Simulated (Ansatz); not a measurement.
Rows from a G0W0 calculation on BaTiO3 (Pm-3m) (Ansatz 0.2.0; G0W0 on PBE, plane waves, all-electron datasets made for the crystal; 6×6×6 mesh, 382 empty bands, screening to 190 eV, all-electron files), in eV. Spin-orbit coupling is left out.

| row | Σx | Σc | Vxc | Z |
| --- | --- | --- | --- | --- |
| A | -12.66 | -6.67 | -20.26 | 0.73 |
| B | -25.96 | 4.20 | -21.27 | 0.72 |
| C | -25.83 | 4.58 | -20.77 | 0.71 |
| D | -14.69 | -8.07 | -23.70 | 0.65 |

Which rows are filled states and which are empty ones, and how can one tell?

Filled: B and C. Empty: A and D. The sign of Σc tells: for a filled state bare exchange, which holds its interaction with itself, lies below Vxc (Σx − Vxc is -4.7 eV or lower here) and screening gives part back as a positive Σc. For an empty state Σx lies above Vxc (+7.6 eV or more) and the Coulomb hole leaves Σc negative.

[Runs of the session that timed out or met a known fault of the program may be left out.]

[Cells called generated may have been cut or substituted from an entry of the Crystallography Open Database or the Materials Project.]

[Hosts, paths, dates, database ids (printed as entryN), source tags and the programs' standing remarks are cut or masked in the printed files.]
